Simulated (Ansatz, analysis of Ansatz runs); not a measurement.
# N-H pair in ZnSe: local vibrational mode, r2SCAN

Subject: N-H pair in ZnSe. Wanted: its local vibrational mode, in one set-up (r2SCAN, 64-site cell, r2SCAN lattice, 500 eV, k: the single point 1/4 1/4 1/4, anharmonic cut along the mode). The model is a cell of 64 host atoms with N put on another atom's site and H put in between. The frequencies come from force constants among the defect atom and its neighbours, with the masses of the isotopes named. A meta-GGA costs about twice a GGA and mends lattice constants and part of the gap.

**The experiment.** N-H stretch, 1H: 3194 cm⁻¹ at 9 K, by FTIR absorption and Raman spectroscopy (quoted in “Hydrogen in Compound Semiconductors”, 1993, E.E. Haller, quoting earlier work). N-H wag, 1H: 783 cm⁻¹ at 9 K, by FTIR absorption and Raman spectroscopy (quoted in “Hydrogen in Compound Semiconductors”, 1993, E.E. Haller, quoting earlier work). The calculation is set beside it at the end.

Method: plane-wave PAW DFT, r2SCAN; relaxation of all atoms of a defect supercell, in Ansatz 0.2.0.

## (1) Set-up

The cell holds 65 atoms: 32 Zn, 31 Se, 1 N and 1 H. Cell: a = 11.332 Å, b = 11.332 Å, c = 11.332 Å, α = 90.0°, β = 90.0°, γ = 90.0°. It derives from ZnSe (space group F-43m). Nearest the centre at fractional (0.355, 0.355, 0.605): H65 at 0.39 Å, N16 at 0.64 Å, Zn12 at 2.51 Å, Zn57 at 2.61 Å, Zn42 at 2.61 Å, Zn27 at 2.61 Å, Se6 at 3.69 Å, Se7 at 3.69 Å.

The host's primitive cell comes from a first run (plane-wave PAW DFT, r2SCAN; relaxation of the host's cell and atoms): vectors of 4.006, 4.006 and 4.006 Å. That is 22.74 Å³ an atom, 0.1 % under the diffraction cell's volume. The supercell is built on it.

## (2) Relaxation, charge 0

Every later number rests on the structure around the defect, so the atoms are relaxed at the host's lattice first.

Contents of relax/input.yaml:

```yaml
relax:
  f_tol: 0.01
  max_steps: 80
  random_displacement: { amplitude: 0.02, seed: 294 }
crystal:
  lattice:
    - [11.33171349, 0.0, 0.0]
    - [0.0, 0.0, -11.33171349]
    - [0.0, 11.33171349, 0.0]
  atoms:
    - { symbol: Zn, position: [0.0, 0.0, 0.0] }
    - { symbol: Zn, position: [0.0, 0.25, 0.25] }
    - { symbol: Zn, position: [0.25, 0.0, 0.25] }
    - { symbol: Zn, position: [0.25, 0.25, 0.0] }
    - { symbol: Se, position: [0.125, 0.125, 0.125] }
    - { symbol: Se, position: [0.125, 0.375, 0.375] }
    - { symbol: Se, position: [0.375, 0.125, 0.375] }
    - { symbol: Se, position: [0.375, 0.375, 0.125] }
    - { symbol: Zn, position: [0.0, 0.0, 0.5] }
    - { symbol: Zn, position: [0.0, 0.25, 0.75] }
    - { symbol: Zn, position: [0.25, 0.0, 0.75] }
    - { symbol: Zn, position: [0.227073194, 0.227073194, 0.477073194] }
    - { symbol: Se, position: [0.125, 0.125, 0.625] }
    - { symbol: Se, position: [0.125, 0.375, 0.875] }
    - { symbol: Se, position: [0.375, 0.125, 0.875] }
    - { symbol: "N", position: [0.387734173, 0.387734173, 0.637734173] }
    - { symbol: Zn, position: [0.0, 0.5, 0.0] }
    - { symbol: Zn, position: [0.0, 0.75, 0.25] }
    - { symbol: Zn, position: [0.25, 0.5, 0.25] }
    - { symbol: Zn, position: [0.25, 0.75, 0.0] }
    - { symbol: Se, position: [0.125, 0.625, 0.125] }
    - { symbol: Se, position: [0.125, 0.875, 0.375] }
    - { symbol: Se, position: [0.375, 0.625, 0.375] }
    - { symbol: Se, position: [0.375, 0.875, 0.125] }
    - { symbol: Zn, position: [0.0, 0.5, 0.5] }
    - { symbol: Zn, position: [0.0, 0.75, 0.75] }
    - { symbol: Zn, position: [0.25, 0.5, 0.75] }
    - { symbol: Zn, position: [0.25, 0.75, 0.5] }
    - { symbol: Se, position: [0.125, 0.625, 0.625] }
    - { symbol: Se, position: [0.125, 0.875, 0.875] }
    - { symbol: Se, position: [0.375, 0.625, 0.875] }
    - { symbol: Se, position: [0.375, 0.875, 0.625] }
    - { symbol: Zn, position: [0.5, 0.0, 0.0] }
    - { symbol: Zn, position: [0.5, 0.25, 0.25] }
    - { symbol: Zn, position: [0.75, 0.0, 0.25] }
    - { symbol: Zn, position: [0.75, 0.25, 0.0] }
    - { symbol: Se, position: [0.625, 0.125, 0.125] }
    - { symbol: Se, position: [0.625, 0.375, 0.375] }
    - { symbol: Se, position: [0.875, 0.125, 0.375] }
    - { symbol: Se, position: [0.875, 0.375, 0.125] }
    - { symbol: Zn, position: [0.5, 0.0, 0.5] }
    - { symbol: Zn, position: [0.5, 0.25, 0.75] }
    - { symbol: Zn, position: [0.75, 0.0, 0.75] }
    - { symbol: Zn, position: [0.75, 0.25, 0.5] }
    - { symbol: Se, position: [0.625, 0.125, 0.625] }
    - { symbol: Se, position: [0.625, 0.375, 0.875] }
    - { symbol: Se, position: [0.875, 0.125, 0.875] }
    - { symbol: Se, position: [0.875, 0.375, 0.625] }
    - { symbol: Zn, position: [0.5, 0.5, 0.0] }
    - { symbol: Zn, position: [0.5, 0.75, 0.25] }
    - { symbol: Zn, position: [0.75, 0.5, 0.25] }
    - { symbol: Zn, position: [0.75, 0.75, 0.0] }
    - { symbol: Se, position: [0.625, 0.625, 0.125] }
    - { symbol: Se, position: [0.625, 0.875, 0.375] }
    - { symbol: Se, position: [0.875, 0.625, 0.375] }
    - { symbol: Se, position: [0.875, 0.875, 0.125] }
    - { symbol: Zn, position: [0.5, 0.5, 0.5] }
    - { symbol: Zn, position: [0.5, 0.75, 0.75] }
    - { symbol: Zn, position: [0.75, 0.5, 0.75] }
    - { symbol: Zn, position: [0.75, 0.75, 0.5] }
    - { symbol: Se, position: [0.625, 0.625, 0.625] }
    - { symbol: Se, position: [0.625, 0.875, 0.875] }
    - { symbol: Se, position: [0.875, 0.625, 0.875] }
    - { symbol: Se, position: [0.875, 0.875, 0.625] }
    - { symbol: H, position: [0.335271, 0.335271, 0.585271] }
basis:
  ecutwfc: 500
  xc_grid: 2
hamiltonian:
  xc: r2scan
kpoints:
  mp_grid: { grid: [1, 1, 1], shift: [0.25, 0.25, 0.25] }
scf:
  occupations: { method: fermi_dirac, width: 0.01 }
  max_iter: 120
output:
  forces: true
checkpoint:
  write: "../relax.run"
  compress: false
  write_wavefunctions: true
  write_every: 100000
```

Launch:

```bash
$ ansatz run input.yaml --threads 32 --pin off --max-ram 84787MiB --backend cuda --events-out ev --progress --plain --runs-dir out --max-vram 78GiB
```

Log:

```text
Engine: ansatz 0.2.0, aarch64-unknown-linux-gnu
[...]
Pseudopotential: Zn, paw, valence charge 12, recommended cutoff 500 eV (meta_gga), Zn.paw.azcp
Pseudopotential: Se, paw, valence charge 16, recommended cutoff 500 eV (meta_gga), Se.paw.azcp
Pseudopotential: N, paw, valence charge 5, recommended cutoff 500 eV (meta_gga), N.paw.azcp
Pseudopotential: H, paw, valence charge 1, recommended cutoff 500 eV (meta_gga), H.paw.azcp
Functional definition: r2SCAN
[...]
Crystal: 65 atoms, lattice volume = 1455.080 Å³
Basis set: ecut = 500 eV, 37073 PW (Γ), exchange–correlation on 180×180×180 points (8 copies of the dense FFT grid, shifted against one another)
Bands: 532, of which v1, the nominal top of the filled ones, is band 443 counted from 1 (442 counted from 0)
[...]
k-points: 1
[...]
Functional: x = r2scan, c = r2scan; τ floored in thin density (d = 2e-4 eV/Å³)
[...]
relax step   8: F+E_penalty+E_count = -276696.86259850 eV  Δ(F+E_penalty+E_count) = -3.865e-8 eV  max|allowed force component| = 4.781e-3 eV/Å  Δτ_max = 0.0000 Å  (2 SCF iters, accepted)
[...]
SCF iter   1: F=—  HF=-276696.862598 eV  |Δ(HF+E_count)|=         —  Δρ=1.37e-6  dr2=3.77e-8  dr2_τ=6.60e-10  Hψ=1764
SCF iter   2: F=-276696.862599 eV  HF=-276696.862599 eV  |Δ(HF+E_count)|=   7.68e-9  Δρ=8.87e-7  dr2=1.76e-8  dr2_τ=2.33e-10  Hψ=1386
SCF 9 converged in 2 iterations: F = -276696.862599 eV  dr2 = 1.76e-8
[...]
SCF converged after 2 iterations
Free energy (F): -276696.862599 eV
[...]
Fermi energy:    7.588652 eV
--- Per-component energies (eV) ---
[...]
--- Forces (eV/Å), atoms counted from 1 ---
[...]
--- Band table (eV) ---
[...]
--- Relaxed structure (8 steps of the walk, 8 accepted, 0 SCFs on fresh bases) ---
[...]
```

Run time: 11 s. Hardware: 1 × NVIDIA GB200 with 32 threads of Arm Neoverse V2, shared host; peak memory 2.5 GiB; 34 s of CPU time.

Step by step:

```csv
step,energy less that of the first step (eV),largest force component (eV/Å)
1,0.0000,1.4791
2,-1.2084,1.0954
3,-1.7324,0.2812
4,-1.7834,0.4900
5,-1.8014,0.0554
6,-1.8040,0.0533
7,-1.8042,0.0048
8,-1.8042,0.0048
```

The atoms that moved most (Å, from the sites as typed, ahead of the random displacement, the mean shift of all atoms taken out):

```csv
atom,dx,dy,dz,length
Zn57,-0.158,0.318,0.158,0.389
Zn27,0.318,-0.158,0.158,0.389
Zn42,-0.158,-0.158,-0.318,0.389
Zn12,-0.125,-0.125,0.125,0.216
Se45,-0.071,0.030,-0.080,0.111
Se15,0.030,-0.071,-0.080,0.111
Se23,0.030,0.080,0.071,0.111
Se38,-0.071,0.080,-0.030,0.111
```

The atoms nearest to the centre after the run:

```csv
atom,distance (Å)
H65,0.300
N16,0.725
Zn42,2.272
Zn27,2.272
Zn57,2.275
Zn12,2.729
Se13,3.748
Se7,3.750
Se6,3.751
```

Neighbours of the added atoms: H65: N16 1.02, Zn12 2.43, Zn42 2.45 Å.

This step gave:

```yaml
free_energy: -276696.8626 eV
```

The relaxation ends 28 meV an atom lower than the displaced start, with a largest force component of 0.0048 eV/Å.

## (3) Local vibrational modes

A local mode lives on the defect and the atoms next to it, so only the sites listed in the input are displaced, which costs far fewer SCF runs than the whole cell would.

This step: plane-wave PAW DFT, r2SCAN; finite-displacement force constants among the atoms nearest to a defect, the others at rest.

Contents of modes/input.yaml:

```yaml
crystal:
  lattice:
    - [11.33171349, 0.0, 0.0]
    - [0.0, 0.0, -11.33171349]
    - [0.0, 11.33171349, 0.0]
  atoms:
    - { symbol: Zn, position: [-7.454e-06, 5.6041e-05, -0.001162741] }
    - { symbol: Zn, position: [-0.004243957, 0.250082733, 0.245510745] }
    - { symbol: Zn, position: [0.250013775, -0.004181734, 0.245505828] }
    - { symbol: Zn, position: [0.249769809, 0.249841376, -0.003161925] }
    - { symbol: Se, position: [0.125025519, 0.12509272, 0.123764064] }
    - { symbol: Se, position: [0.121731676, 0.377244896, 0.371486349] }
    - { symbol: Se, position: [0.377180058, 0.121788218, 0.371477939] }
    - { symbol: Se, position: [0.375059738, 0.375127758, 0.123114137] }
    - { symbol: Zn, position: [-0.004237767, -0.004182406, 0.499780986] }
    - { symbol: Zn, position: [-8.4056e-05, 0.25524089, 0.751662145] }
    - { symbol: Zn, position: [0.255173569, -1.8916e-05, 0.751655758] }
    - { symbol: Zn, position: [0.216161842, 0.216222425, 0.465902628] }
    - { symbol: Se, position: [0.121735005, 0.121803142, 0.626927418] }
    - { symbol: Se, position: [0.13216167, 0.377807754, 0.868611789] }
    - { symbol: Se, position: [0.377742871, 0.132226262, 0.868611528] }
    - { symbol: "N", position: [0.39213345, 0.392178116, 0.641908345] }
    - { symbol: Zn, position: [0.004423689, 0.498907804, -0.00296602] }
    - { symbol: Zn, position: [-2.6e-06, 0.749147646, 0.249751222] }
    - { symbol: Zn, position: [0.2551761, 0.501984532, 0.249685796] }
    - { symbol: Zn, position: [0.250336463, 0.748212086, -0.002102465] }
    - { symbol: Se, position: [0.126143906, 0.624126819, 0.125216658] }
    - { symbol: Se, position: [0.125027343, 0.874077859, 0.374782846] }
    - { symbol: Se, position: [0.377744336, 0.618924134, 0.381918666] }
    - { symbol: Se, position: [0.37668371, 0.872943216, 0.122620176] }
    - { symbol: Zn, position: [-7.7117e-05, 0.501978204, 0.50492595] }
    - { symbol: Zn, position: [0.004423821, 0.74734657, 0.748594305] }
    - { symbol: Zn, position: [0.278178612, 0.486222983, 0.735906722] }
    - { symbol: Zn, position: [0.249774684, 0.747150092, 0.499524062] }
    - { symbol: Se, position: [0.132160679, 0.618925461, 0.627498622] }
    - { symbol: Se, position: [0.126142296, 0.87552938, 0.873813783] }
    - { symbol: Se, position: [0.376665544, 0.623839011, 0.873528235] }
    - { symbol: Se, position: [0.37506279, 0.873416468, 0.624814009] }
    - { symbol: Zn, position: [0.49884368, 0.004489515, -0.002970155] }
    - { symbol: Zn, position: [0.501910778, 0.255237135, 0.249676898] }
    - { symbol: Zn, position: [0.749085576, 5.6381e-05, 0.249746654] }
    - { symbol: Zn, position: [0.748145899, 0.250400845, -0.002105527] }
    - { symbol: Se, position: [0.624064741, 0.126208669, 0.125215331] }
    - { symbol: Se, position: [0.618858446, 0.377806135, 0.381915141] }
    - { symbol: Se, position: [0.874012139, 0.125091392, 0.374783808] }
    - { symbol: Se, position: [0.872873733, 0.376746278, 0.122624512] }
    - { symbol: Zn, position: [0.501910274, -1.8929e-05, 0.504924153] }
    - { symbol: Zn, position: [0.486163841, 0.278244825, 0.735934678] }
    - { symbol: Zn, position: [0.747282482, 0.004487775, 0.748598155] }
    - { symbol: Zn, position: [0.74708498, 0.249836793, 0.49952858] }
    - { symbol: Se, position: [0.618854896, 0.132227244, 0.62749685] }
    - { symbol: Se, position: [0.623777274, 0.376735189, 0.873532114] }
    - { symbol: Se, position: [0.875464031, 0.126206324, 0.873813212] }
    - { symbol: Se, position: [0.873353662, 0.375129083, 0.624812792] }
    - { symbol: Zn, position: [0.502292093, 0.502365442, 0.000477629] }
    - { symbol: Zn, position: [0.498836224, 0.747352264, 0.25417335] }
    - { symbol: Zn, position: [0.747285389, 0.498902404, 0.254175738] }
    - { symbol: Zn, position: [0.75059301, 0.750653316, 0.000344574] }
    - { symbol: Se, position: [0.625787274, 0.625854672, 0.126977395] }
    - { symbol: Se, position: [0.624064738, 0.875526274, 0.375894232] }
    - { symbol: Se, position: [0.875461658, 0.624126801, 0.375895461] }
    - { symbol: Se, position: [0.875359502, 0.875421229, 0.125112983] }
    - { symbol: Zn, position: [0.486139647, 0.48620228, 0.52794959] }
    - { symbol: Zn, position: [0.502298469, 0.750782881, 0.752048605] }
    - { symbol: Zn, position: [0.75071549, 0.502369211, 0.752045028] }
    - { symbol: Zn, position: [0.748146467, 0.748207711, 0.500095614] }
    - { symbol: Se, position: [0.62376688, 0.623833276, 0.626413446] }
    - { symbol: Se, position: [0.62578948, 0.877284355, 0.875542642] }
    - { symbol: Se, position: [0.877220544, 0.625853317, 0.8755415] }
    - { symbol: Se, position: [0.872868556, 0.87294109, 0.626438357] }
    - { symbol: H, position: [0.339908754, 0.339939331, 0.589702294] }
basis:
  ecutwfc: 500
  xc_grid: 2
hamiltonian:
  xc: r2scan
kpoints:
  mp_grid: { grid: [1, 1, 1], shift: [0.25, 0.25, 0.25] }
scf:
  occupations: { method: fermi_dirac, width: 0.01 }
  max_iter: 120
output: {}
checkpoint:
  read: "../relax.run"
phonons:
  supercell: [1, 1, 1]
  displaced_sites: [11, 15, 26, 41, 64]
```

Log:

```text
Warning: basis.xc_grid 2: finite-displacement phonons take 5 at the least, and a number is run as typed, so the frequencies can be off [figures from the program's tests cut]
[...]
Crystal: 65 atoms, lattice volume = 1455.080 Å³
Basis set: ecut = 500 eV, 37073 PW (Γ), exchange–correlation on 180×180×180 points (8 copies of the dense FFT grid, shifted against one another)
Bands: 532, of which v1, the nominal top of the filled ones, is band 443 counted from 1 (442 counted from 0)
[...]
k-points: 1
[...]
SCF 10 converged in 5 iterations: F = -276696.862570 eV  dr2 = 2.36e-12
[...]
SCF 25 converged in 10 iterations: F = -276696.862512 eV  dr2 = 1.01e-12
[...]
SCF 32 converged in 5 iterations: F = -276696.862584 eV  dr2 = 2.18e-12
SCF converged after 2 iterations
[...]
force constants formed among 5 of 65 sites (Zn 11, N 15, Zn 26, Zn 41, H 64); the other 60 at rest. The modes move the named sites alone.
  the frequencies, the zero-point energy and the sums are of the block with the acoustic sum rule laid on its rows. Row sums over every site: 1.3e-2 eV/Å² at the most
  transpose residual: 1.6e-4 eV/Å²
  largest component of a force at the reference: 4.8e-3 eV/Å on a named site, 4.7e-3 eV/Å on a site at rest
  frequencies among the named sites at Γ of the cell (cm⁻¹): 90.68 109.71 127.38 128.07 138.20 139.60 177.57 197.88 197.89 378.54 500.90 515.04 810.49 811.74 3360.06
  unstable modes among the named sites: 0
  frequencies as built, with no sum rule (cm⁻¹): 90.84 109.54 127.19 127.93 138.12 139.53 177.52 197.95 197.98 378.54 500.91 514.94 810.57 811.76 3360.10
  zero-point energy: 0.476332 eV/cell   skipped modes (ω ≤ 0): 0
  not written: the harmonic force-constant file, the file of eigenvectors (these modes' are written with the force constants), the density of states and the dispersion, which are of every site
[...]
[key lines of the parts left out:]
Free energy (F): -276696.862599 eV
Fermi energy:    7.588653 eV
```

The job ended after 21 s (1 × NVIDIA GB200 with 32 threads; peak memory 3.2 GiB; 94 s of CPU time).

Numbers from this step:

```yaml
free_energy: -276696.8626 eV
```

The modes with the largest weight on the probed atoms (the light atom of a pair), for the masses of each isotope. Modes of the displaced atoms (local only where they lie over the host's phonons):

```
isotopes  mode (cm⁻¹)  share of the defect atoms
       H         3360                      0.936
       H        811.8                      0.895
       H        810.6                      0.897
       D         2453                      0.877
       D        624.3                      0.533
       D        621.8                      0.553
```

(Part 1 of 2 ends here.)

[Logs are printed without paths, hosts, clocks, repeated set-up lines and the standing remarks that a program may print on its own settings, such as how far it seeks lower states.]

[Hosts, paths, dates, database ids (printed as entryN), source tags and the programs' standing remarks are cut or masked in the printed files.]

[For some hosts the program warned that the k-mesh of the response run may be too coarse for force constants and the static dielectric constant; such warnings are not shown here.]
